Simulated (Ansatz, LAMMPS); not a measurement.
## Glassy 66SiO2-6Al2O3-14Na2O-14Li2O (mol %) (109 atoms): support functions against a reference

Wanted: errors and times of a linear-scaling basis for glassy 66SiO2-6Al2O3-14Na2O-14Li2O (mol %) (109 atoms). A setting counts as converged where the r.m.s. difference of forces stays under 1 % of the r.m.s. force.

Method: Kohn-Sham DFT, PBE, PAW (set soft_2), plane waves, in Ansatz 0.2.0.

## 1. Starting point

The cell holds 109 atoms: 23 Si, 4 Al, 10 Na, 10 Li and 62 O. Its edges and angles: a = 11.072 Å, b = 11.072 Å, c = 11.072 Å, α = 90.0°, β = 90.0°, γ = 90.0°. 109 atoms (23 Si, 4 Al, 10 Na, 10 Li, 62 O) placed at random at 2.41 g/cm³, melted at 4000 K for 10 ps at fixed volume with the Morse and Coulomb pair potential with partial charges (Pedone, Malavasi, Menziani, Cormack and Segre, J. Phys. Chem. B 110, 11780 (2006)). Quenched from 4000 K to 300 K at 50 K/ps and fixed volume, held 10 ps at zero pressure, then minimised at fixed cell.

Limits known from the start: The quench rate of 50 K/ps is many orders above laboratory rates, so the cell is likely richer in defects and strain than a real sample. The network of bonds at the start is that of the classical potential that made the cell, and needn't be the one that DFT or experiment would give. The Brillouin zone is sampled at Γ only, in a cell whose shortest periodic width is 11 Å.

## 2. How the cell was made

A classical potential supplies the starting structure, since it reaches far longer times than DFT.

This step: classical MD, Morse and Coulomb pair potential with partial charges (Pedone, Malavasi, Menziani, Cormack and Segre, J. Phys. Chem. B 110, 11780 (2006)) (LAMMPS 22 Jul 2025 - Update 4).

Input file in.lmp:

```
# melt-quench of Si23Al4Na10Li10O62
units metal
atom_style charge
boundary p p p
region box block 0 11.2127 0 11.2127 0 11.2127
create_box 5 box
mass 1 28.0850   # Si
mass 2 26.9815   # Al
mass 3 22.9898   # Na
mass 4 6.9400   # Li
mass 5 15.9990   # O
create_atoms 1 random 23 42231 NULL overlap 1.5 maxtry 2000
create_atoms 2 random 4 42238 NULL overlap 1.5 maxtry 2000
create_atoms 3 random 10 42245 NULL overlap 1.5 maxtry 2000
create_atoms 4 random 10 42252 NULL overlap 1.5 maxtry 2000
create_atoms 5 random 62 42259 NULL overlap 1.5 maxtry 2000
pair_style hybrid/overlay pedone 5.5 coul/long 8.0
pair_coeff * * coul/long
pair_coeff 1 5 pedone 0.340554 2.006700 2.100000 1   # Si-O
pair_coeff 2 5 pedone 0.361581 1.900442 2.164818 0.9   # Al-O
pair_coeff 3 5 pedone 0.023363 1.763867 3.006315 5   # Na-O
pair_coeff 4 5 pedone 0.001114 3.429506 2.681360 1   # Li-O
pair_coeff 5 5 pedone 0.042395 1.379316 3.618701 22   # O-O
set type 1 charge 2.4
set type 2 charge 1.8
set type 3 charge 0.6
set type 4 charge 0.6
set type 5 charge -1.2
kspace_style pppm 1.0e-4
neigh_modify delay 0 every 1 check yes
thermo_style custom step time temp pe press density
thermo_modify norm yes
timestep 0.002
thermo 100
# [... 18 lines left out ...]
thermo 1666
fix md all npt temp 300 300 0.2 iso 0 0 2
run 5000 post no
unfix md
thermo 100
min_style cg
minimize 0 1e-3 2000 20000
write_dump all custom glass.dump id type xs ys zs modify sort id
```

Command:

```console
$ lmp -in in.lmp -log none -nocite
```

Standard output:

```text
LAMMPS (22 Jul 2025 - Update 4)
Created orthogonal box = (0 0 0) to (11.2127 11.2127 11.2127)
Created 23 atoms
Created 4 atoms
Created 10 atoms
Created 10 atoms
Created 62 atoms
PPPM initialization ...
  G vector (1/distance) = 0.37983137
  grid = 12 12 12
  estimated relative force accuracy = 6.030656e-05
   Step          Time           Temp          PotEng         Press         Density
         0   0              0             -4.8794128      493220.86      2.4089989
        88   0.176          0             -13.4453       -3045.2583      2.4089989
Loop time of 0.396369 s on 1 MPI rank(s) for 88 steps with 109 atoms
Minimization stats:
[... 38 lines left out ...]
     46648   93.296         281.3202      -13.553971     -2603.6121      2.486187
     48000   96             298.96276     -13.555543     -1801.5869      2.5018121
Loop time of 12.8843 s on 1 MPI rank(s) for 5000 steps with 109 atoms
   Step          Time           Temp          PotEng         Press         Density
     48000   96             298.96276     -13.555543     -1802.146       2.5018121
     48014   96.028         298.96276     -13.592312     -2782.4259      2.5018121
Loop time of 0.107078 s on 1 MPI rank(s) for 14 steps with 109 atoms
Minimization stats:
  Stopping criterion = linesearch alpha is zero
  Energy initial, next-to-last, final =
     -13.5555432735828  -13.5923120392091  -13.5923120392091
  Force two-norm initial, final = 12.647709 0.91828376
  Iterations, force evaluations = 14 61
```

The job ended after 72 s (1 thread of Intel Xeon at 2.80GHz (Skylake/Cascade Lake), shared host; peak memory 0.33 GiB).

## 3. Plane-wave single point

This run is the reference for what follows, at a cutoff of 420 eV.

Input file input.yaml:

```yaml
crystal:
  lattice:
    - [11.07229, 0.0, 0.0]
    - [0.0, 11.07229, 0.0]
    - [0.0, 0.0, 11.07229]
  atoms:
    - { symbol: Si, position: [0.00692, 0.46353, 0.19083] }
    - { symbol: Si, position: [0.23316, 0.33918, 0.29396] }
    - { symbol: Si, position: [0.58648, 0.17954, 0.06398] }
    - { symbol: Si, position: [0.62103, 0.43747, 0.46382] }
    - { symbol: Si, position: [0.24532, 0.7092, 0.36003] }
    - { symbol: Si, position: [0.96716, 0.89121, 0.90077] }
    - { symbol: Si, position: [0.33263, 0.85661, 0.59728] }
    - { symbol: Si, position: [0.69034, 0.93677, 0.93033] }
    - { symbol: Si, position: [0.4814, 0.02213, 0.27522] }
    - { symbol: Si, position: [0.86671, 0.2639, 0.87209] }
    - { symbol: Si, position: [0.76772, 0.62284, 0.62773] }
    - { symbol: Si, position: [0.23136, 0.19106, 0.52666] }
    - { symbol: Si, position: [0.49025, 0.08141, 0.54193] }
    - { symbol: Si, position: [0.17514, 0.56386, 0.58082] }
    - { symbol: Si, position: [0.44208, 0.5268, 0.25357] }
    - { symbol: Si, position: [0.71452, 0.09246, 0.70273] }
    - { symbol: Si, position: [0.07239, 0.84815, 0.16106] }
    - { symbol: Si, position: [0.64324, 0.79784, 0.32605] }
    - { symbol: Si, position: [0.42315, 0.45206, 0.6717] }
    - { symbol: Si, position: [0.00218, 0.75064, 0.65693] }
    - { symbol: Si, position: [0.12664, 0.51768, 0.9305] }
    - { symbol: Si, position: [0.03527, 0.32065, 0.64917] }
    - { symbol: Si, position: [0.84785, 0.22919, 0.13761] }
    - { symbol: Al, position: [0.19795, 0.06458, 0.28918] }
    - { symbol: Al, position: [0.842, 0.6784, 0.16078] }
    - { symbol: Al, position: [0.85226, 0.54292, 0.88857] }
    - { symbol: Al, position: [0.25203, 0.27232, 0.81009] }
    - { symbol: Na, position: [0.61363, 0.37765, 0.83496] }
    - { symbol: Na, position: [0.0987, 0.11402, 0.02036] }
    - { symbol: Na, position: [0.93655, 0.73689, 0.39458] }
    - { symbol: Na, position: [0.933, 0.00892, 0.41082] }
    - { symbol: Na, position: [0.40555, 0.45647, 0.97188] }
    - { symbol: Na, position: [0.8988, 0.44612, 0.43238] }
    - { symbol: Na, position: [0.58315, 0.7063, 0.79929] }
    - { symbol: Na, position: [0.41062, 0.01305, 0.83128] }
    - { symbol: Na, position: [0.79724, 0.94819, 0.18912] }
    - { symbol: Na, position: [0.68691, 0.47052, 0.10908] }
    - { symbol: Li, position: [0.79537, 0.8875, 0.55444] }
    - { symbol: Li, position: [0.54484, 0.779, 0.58284] }
    - { symbol: Li, position: [0.81804, 0.2028, 0.48388] }
    - { symbol: Li, position: [0.16654, 0.04552, 0.78162] }
    - { symbol: Li, position: [0.982, 0.01742, 0.6477] }
    - { symbol: Li, position: [0.22647, 0.75216, 0.79697] }
    - { symbol: Li, position: [0.33462, 0.20365, 0.04764] }
    - { symbol: Li, position: [0.67026, 0.18657, 0.32409] }
    - { symbol: Li, position: [0.58262, 0.70353, 0.07705] }
    - { symbol: Li, position: [0.38184, 0.65619, 0.83572] }
    - { symbol: O, position: [0.31007, 0.52295, 0.60945] }
    - { symbol: O, position: [0.24138, 0.93691, 0.67129] }
    - { symbol: O, position: [0.00484, 0.54167, 0.85917] }
    - { symbol: O, position: [0.76755, 0.56346, 0.75861] }
    - { symbol: O, position: [0.34787, 0.4091, 0.24377] }
    - { symbol: O, position: [0.24562, 0.30648, 0.4359] }
    - { symbol: O, position: [0.70054, 0.25306, 0.12008] }
    - { symbol: O, position: [0.49797, 0.55437, 0.12654] }
    - { symbol: O, position: [0.81074, 0.0618, 0.60482] }
    - { symbol: O, position: [0.1855, 0.38741, 0.89287] }
    - { symbol: O, position: [0.60378, 0.83145, 0.95859] }
    - { symbol: O, position: [0.83235, 0.90817, 0.95808] }
    - { symbol: O, position: [0.91867, 0.34922, 0.16829] }
    - { symbol: O, position: [0.48208, 0.52482, 0.77984] }
    - { symbol: O, position: [0.45319, 0.94238, 0.56746] }
    - { symbol: O, position: [0.28592, 0.79983, 0.46927] }
    - { symbol: O, position: [0.89727, 0.19498, 0.00025] }
    - { symbol: O, position: [0.70224, 0.71486, 0.21966] }
    - { symbol: O, position: [0.00415, 0.012, 0.83455] }
    - { symbol: O, position: [0.13197, 0.683, 0.65717] }
    - { symbol: O, position: [0.56403, 0.90684, 0.25583] }
    - { symbol: O, position: [0.75664, 0.86412, 0.38416] }
    - { symbol: O, position: [0.38688, 0.76443, 0.69414] }
    - { symbol: O, position: [0.52268, 0.41997, 0.5713] }
    - { symbol: O, position: [0.22715, 0.61585, 0.91173] }
    - { symbol: O, position: [0.96683, 0.79266, 0.79234] }
    - { symbol: O, position: [0.54632, 0.48046, 0.346] }
    - { symbol: O, position: [0.1632, 0.61209, 0.44289] }
    - { symbol: O, position: [0.3646, 0.14865, 0.55268] }
    - { symbol: O, position: [0.9108, 0.64968, 0.5984] }
    - { symbol: O, position: [0.70802, 0.74999, 0.63771] }
    [... 25 atom lines left out ...]
    - { symbol: O, position: [0.53093, 0.08566, 0.4017] }
    - { symbol: O, position: [0.06387, 0.85847, 0.01082] }
    - { symbol: O, position: [0.16464, 0.09725, 0.44008] }
    - { symbol: O, position: [0.9595, 0.28394, 0.53933] }
    - { symbol: O, position: [0.91999, 0.56433, 0.24481] }
    - { symbol: O, position: [0.55973, 0.73459, 0.4154] }
kpoints:
  mp_grid: { grid: [1, 1, 1] }
hamiltonian:
  xc: pbe
scf:
  occupations: { method: fixed }
output:
  forces: true
  stress: true
  populations: true
  dos:
    method: { smearing: { sigma: 0.08 } }
    de: 0.1
    projected: { site_lists: { Al: [Al], Li: [Li], Na: [Na], O: [O], Si: [Si] } }
  eigenvalues: true
  write_density: true
  write_potential: true
  volumetric_format: npy
  elf: true
```

Command:

```console
$ ansatz run input.yaml --threads 4 --pin off --max-ram 8192MiB --backend cpu --events-out ev --progress --plain --runs-dir out
```

Standard output:

```text
Engine: ansatz 0.2.0, aarch64-unknown-linux-gnu
Pseudopotentials: kind: paw
Pseudopotential: Si, paw, valence charge 4, recommended cutoff 420 eV (normal), Si.paw.azcp
Pseudopotential: Al, paw, valence charge 3, recommended cutoff 420 eV (normal), Al.paw.azcp
Pseudopotential: Na, paw, valence charge 9, recommended cutoff 420 eV (normal), Na.paw.azcp
Pseudopotential: Li, paw, valence charge 3, recommended cutoff 420 eV (normal), Li.paw.azcp
Pseudopotential: O, paw, valence charge 6, recommended cutoff 420 eV (normal), O.paw.azcp
Functional definition: PBE
  parameter kappa = 0.804
  parameter beta = 0.066725
  exchange = pbe_x(kappa = kappa, mu = beta*pi^2/3)
  correlation = pbe_c(beta = beta)
Crystal: 109 atoms, lattice volume = 1357.414 Å³
Basis set: ecut = 420 eV, 26745 PW (Γ), exchange–correlation on 150×150×150 points (8 copies of the dense FFT grid, shifted against one another)
Bands: 407, of which v1, the nominal top of the filled ones, is band 298 counted from 1 (297 counted from 0)
Symmetry: 1 space group operations
Space group: P1 (ITA 1), of the structure as read, at distance tolerance 1.1e-4 Å
k-points: 1
Non-local potential: Si, projectors of the file, l = 0: 2, l = 1: 2, l = 2: 2
Non-local potential: Al, projectors of the file, l = 0: 2, l = 1: 2, l = 2: 1
Non-local potential: Na, projectors of the file, l = 0: 3, l = 1: 2, l = 2: 1
Non-local potential: Li, projectors of the file, l = 0: 3, l = 1: 2, l = 2: 1
Non-local potential: O, projectors of the file, l = 0: 2, l = 1: 2, l = 2: 1
PAW form: soft (Blöchl's): semilocal exchange-correlation on the pseudo side does not see the compensation charge
PAW one-centre angular grid: Si, 110 points (default); XC on 64 Gauss nodes
PAW one-centre angular grid: Al, 110 points (default); XC on 64 Gauss nodes
PAW one-centre angular grid: Na, 110 points (default); XC on 64 Gauss nodes
PAW one-centre angular grid: Li, 110 points (default); XC on 64 Gauss nodes
PAW one-centre angular grid: O, 110 points (default); XC on 64 Gauss nodes
Initial density: superposition of atomic densities (neutral atoms: chi_scale 0, normalization atom), corrected by the library's trained network
Initial wavefunctions: pseudopotential atomic-orbital guess
Functional: x = pbe(κ = 0.804, μ = 0.219515), c = pbe(β = 0.066725)
SCF iter   1: F=—  HF=-68980.860948 eV  |F-HF|=—  |Δ(HF+E_count)|=         —  Δρ=2.00e-3  dr2=8.61e-2  ethr=1.77e-3  ⟨swp⟩=4.0  Hψ=1524  notcnv=0  defer=106
preconditioner: auto → Resta (q_TF=auto, 2.379 Å⁻¹)  ε∞=2.8  [insulator: Δε(μ)=2.700 eV  Ē_g=17.501 eV  n_scr=304 (ndim 8)  ℏωp=23.8 eV  f_vac=0.122  ε∞_Penn≈2.8]
SCF iter   2: F=—  HF=-68980.852987 eV  |F-HF|=—  |Δ(HF+E_count)|=   7.96e-3  Δρ=1.09e-3  dr2=2.15e-2  ethr=1.44e-5  ⟨swp⟩=2.0  Hψ=726  notcnv=0  defer=107
SCF iter   3: F=—  HF=-68980.854211 eV  |F-HF|=—  |Δ(HF+E_count)|=   1.22e-3  Δρ=5.34e-4  dr2=5.78e-3  ethr=3.61e-6  ⟨swp⟩=2.0  Hψ=507  notcnv=0  defer=107
SCF iter   4: F=—  HF=-68980.853705 eV  |F-HF|=—  |Δ(HF+E_count)|=   5.06e-4  Δρ=1.71e-4  dr2=5.03e-4  ethr=9.71e-7  ⟨swp⟩=2.0  Hψ=505  notcnv=0  defer=107
SCF iter   5: F=—  HF=-68980.853772 eV  |F-HF|=—  |Δ(HF+E_count)|=   6.74e-5  Δρ=1.11e-4  dr2=1.36e-4  ethr=8.44e-8  ⟨swp⟩=2.0  Hψ=582  notcnv=0  defer=107
SCF iter   6: F=—  HF=-68980.853758 eV  |F-HF|=—  |Δ(HF+E_count)|=   1.40e-5  Δρ=2.66e-5  dr2=9.62e-6  ethr=2.27e-8  ⟨swp⟩=2.0  Hψ=542  notcnv=0  defer=105
SCF iter   7: F=—  HF=-68980.851354 eV  |F-HF|=—  |Δ(HF+E_count)|=   2.40e-3  Δρ=1.15e-5  dr2=1.62e-6  ethr=1.61e-9  ⟨swp⟩=2.0  Hψ=705  notcnv=0  defer=105
SCF iter   8: F=—  HF=-68980.851356 eV  |F-HF|=—  |Δ(HF+E_count)|=   1.24e-6  Δρ=5.60e-6  dr2=3.72e-7  ethr=2.72e-10  ⟨swp⟩=2.0  Hψ=580  notcnv=0  defer=105
SCF iter   9: F=-68980.851356 eV  HF=-68980.851356 eV  |F-HF|=5.92e-9  |Δ(HF+E_count)|=   1.07e-7  Δρ=2.28e-6  dr2=6.31e-8  ethr=1.68e-11  ⟨swp⟩=21.0  Hψ=3665  notcnv=0
SCF 1 converged in 9 iterations: F = -68980.851356 eV  dr2 = 6.31e-8
  greatest PAW one-centre occupation: 1.000 electrons in one spin orbital (limit 2), on the Li atom at site 40 (counted from 0), in its partial waves of l = 0
WARN: The input density's exchange-correlation potential varies sharply where the density is thin. Do not read a vacuum level from v_tot or v_xc, or from such a field of the output density. On a cell that repeats whose density bears no net charge and no dipole along the vacuum's axis use v_es (v_loc + v_h of the components); [...]
SCF converged after 9 iterations
Free energy (F): -68980.851356 eV
Harris-Foulkes:  -68980.851356 eV  (|F-HF|=5.92e-9)
Internal energy: -68980.851356 eV  (E = F + TS)
E sigma→0 (E₀):  -68980.851356 eV
Fermi energy:    4.726530 eV
--- Per-component energies (eV) ---
  E_band       = -4640.373910
  E_kinetic    = 13673.879679
  E_local      = -45046.499626  (includes V_loc(G=0)·N_el)
  E_nonlocal   = 4408.288542
  E_hartree    = 16487.885475
  E_xc         = -6576.842640
  E_vxc        = -7768.855433  (∫ρ·V_xc dr)
  E_paw        = -26369.618847  (= ΣΔE_a)
  E_vpaw       = -2883.107978  (= ΣTr[D̂ρ^β])
  E_aug_tail   = 0.158539  (compensation charges beyond the density's cutoff)
  E_ewald      = -25558.102477
  E_smearing   = -0.000000  (= −TS)
  E_closure    = -0.000000  (closes the sum)
  Σ components = -68980.851356   (vs F -68980.851356, Δ=0.00e0)
--- Forces (eV/Å), atoms counted from 1 ---
  atom   1  Si     0.94909097    -0.23342358    -2.10156339
  atom   2  Si     0.06448547    -1.14049163     0.49940483
  atom   3  Si     1.62206721    -2.03721872     0.03046634
  atom   4  Si    -0.57734964     0.49581131     0.70190009
  atom   5  Si     0.10433284    -0.42809711     1.39450250
  atom   6  Si    -0.12214177     0.31347422    -0.59537549
  atom   7  Si    -0.30245172     0.72999676     0.07582993
  atom   8  Si     0.58851676     1.57187024    -0.06197264
  atom   9  Si     0.18198371    -0.36769530     0.89251130
  atom  10  Si    -0.30924651     0.48854961     0.23087346
  atom  11  Si     0.37812753     0.74596206     0.37006613
  atom  12  Si     0.06791107     0.65408994    -2.21465384
  atom  13  Si    -1.12070726    -1.61967520    -1.08391508
  atom  14  Si     0.43347931     0.03463092     0.24979109
[...]
atom 108  O     -0.60212440     0.61894773     1.50893429
  atom 109  O     -1.61058017    -1.24908720     1.60469188
  max |Σ_I F_I| component: 1.08e-4 eV/Å
--- Stress (GPa, compression-positive) ---
        6.752183       0.347384       0.020016
        0.347384       7.767904      -0.249500
        0.020013      -0.249501       3.960431
  P = ⅓ Tr σ = 6.1602 GPa (61.602 kbar)
--- Band table (eV) ---
  k-point 0: bands = ["-47.4451", "-47.3404", "-46.8175", "-46.7420", [... 391 levels ...], "14.2849", "14.3224", "14.3414", "14.3932", "14.4162", "14.4880", "14.4989", "14.5657", "14.6201", "14.6872", "14.7148", "14.7499"]
--- Löwdin populations: 109 sites ---
  site symbol       q [e]
     0     Si      2.2596
     1     Si      2.2323
     2     Si      2.3374
[...]
108      O      6.9413
  spilling = 0.010849 (of n_electrons = 596.000000)
```

Run time: 21 s. Hardware: 4 threads of Arm Neoverse V2, shared host; peak memory 1.8 GiB; 79 s of CPU time.

The program notes that the exchange-correlation potential is rough where the density is thin.

The run gave:

| Quantity | Value |
| --- | --- |
| free energy | -68980.8514 eV |
| free energy per atom | -632.8518 eV/atom |
| SCF cycles | 9 |
| pressure | 6.16 GPa |
| r.m.s. force component | 0.8748 eV/Å |
| longest force | 3.011 eV/Å |
| Fermi energy | 4.727 eV |
| gap (highest filled to lowest empty level) | 2.457 eV |
| spilling of the projection | 0.01085 |

The r.m.s. force component of 0.87 eV/Å sets the scale for the differences below.

## 4. Support functions low

The cell is solved in localised support functions.

This step: Kohn-Sham DFT, PBE, PAW (set soft_2), localised support functions (low) (Ansatz 0.2.0).

input.yaml, the sections that differ from step 3:

```yaml
scf:
  occupations: { method: fixed }
  eigensolver: { kind: { support_functions: { accuracy: low } } }
  max_iter: 150
output:
  forces: true
  eigenvalues: true
# crystal, kpoints, hamiltonian: as in step 3
```

Standard output:

```text
Warning: scf.eigensolver.kind.support_functions: disabling space-group detection — the functions' gradient is summed over unrotated k-points, so no spatial operation reduces the k-mesh or symmetrises the density; time reversal is kept, so that k and −k are solved as one point where they differ and the mesh holds both, and exact exchange and, on two spinor components, a DFT+U term hold to it where the run has them: [...]
settings of this run that can trade accuracy for cost: scf.eigensolver.kind.support_functions; scf.eigensolver.kind.support_functions.accuracy: low [...]
[...]
Crystal: 109 atoms, lattice volume = 1357.414 Å³
Basis set: ecut = 420 eV, 26745 PW (Γ), exchange–correlation on 150×150×150 points (8 copies of the dense FFT grid, shifted against one another)
Bands: 358, of which v1, the nominal top of the filled ones, is band 298 counted from 1 (297 counted from 0)
Symmetry: 1 space group operations
k-points: 1
[...]
SCF iter   1: F=—  HF=-68989.197108 eV  |F-HF|=—  |Δ(HF+E_count)|=         —  Δρ=1.10e-1  dr2=1.88e2  ethr=1.00e-1
[...]
SCF iter  12: F=—  HF=-68981.275530 eV  |F-HF|=—  |Δ(HF+E_count)|=   1.88e-3  Δρ=4.10e-5  dr2=3.28e-5  ethr=1.60e-8  κ⁻¹=5.4e-5(r=7)
SCF iter  13: F=-68981.277019 eV  HF=-68981.277019 eV  |F-HF|=6.24e-8  |Δ(HF+E_count)|=   1.49e-3  Δρ=1.57e-5  dr2=7.03e-6  ethr=5.50e-9
SCF 1 converged in 13 iterations: F = -68981.295116 eV  dr2 = 7.03e-6
[...]
SCF converged after 13 iterations
Stability not checked: this state was not tested for a lower state beside it, because the mixer in use, unlike msr1, does not test its closes by its own steps (another_mixer; see scf.mixing.algorithm and scf.lower_state_search)
Free energy (F): -68981.295116 eV
[...]
Internal energy: -68981.295116 eV  (E = F + TS)
E sigma→0 (E₀):  -68981.295116 eV
Fermi energy:    4.726729 eV
[...]
Σ components = -68981.295116   (vs F -68981.295116, Δ=0.00e0)
--- Forces (eV/Å), atoms counted from 1 ---
  atom   1  Si     0.94927253    -0.23285125    -2.10209834
  atom   2  Si     0.06496133    -1.14080955     0.49904917
  atom   3  Si     1.62229310    -2.03728610     0.03066898
  atom   4  Si    -0.57782317     0.49675667     0.70178416
[...]
atom 109  O     -1.60943620    -1.24817880     1.60422859
  max |Σ_I F_I| component: 4.45e-3 eV/Å
--- Band table (eV) ---
[...]
```

Wall time 1.7 min (4 threads); peak memory 3.7 GiB; 6.8 min of CPU time.

The program notes that the band table was not solved further than the SCF left it and it switched symmetry off.

Keys that differ from the reference: support_functions.accuracy = "low" and scf.max_iter = 150.

Forces differ from the reference by 0.49 meV/Å r.m.s., 0.057 % of their size, well within a tolerance of 1 %; the energy by -4.1 meV/atom. It took roughly 5.0 times the reference's time (one timing each, with unlike analyses asked), in 13 cycles against 9.

[end of part 1 of 3]

[Long decimals in the printed logs are rounded to 6 places.]

[Logs are printed without paths, hosts, clocks, repeated set-up lines and the standing remarks that a program may print on its own settings, such as how far it seeks lower states.]

[Hosts, paths, dates, database ids (printed as entryN), source tags and the programs' standing remarks are cut or masked in the printed files.]
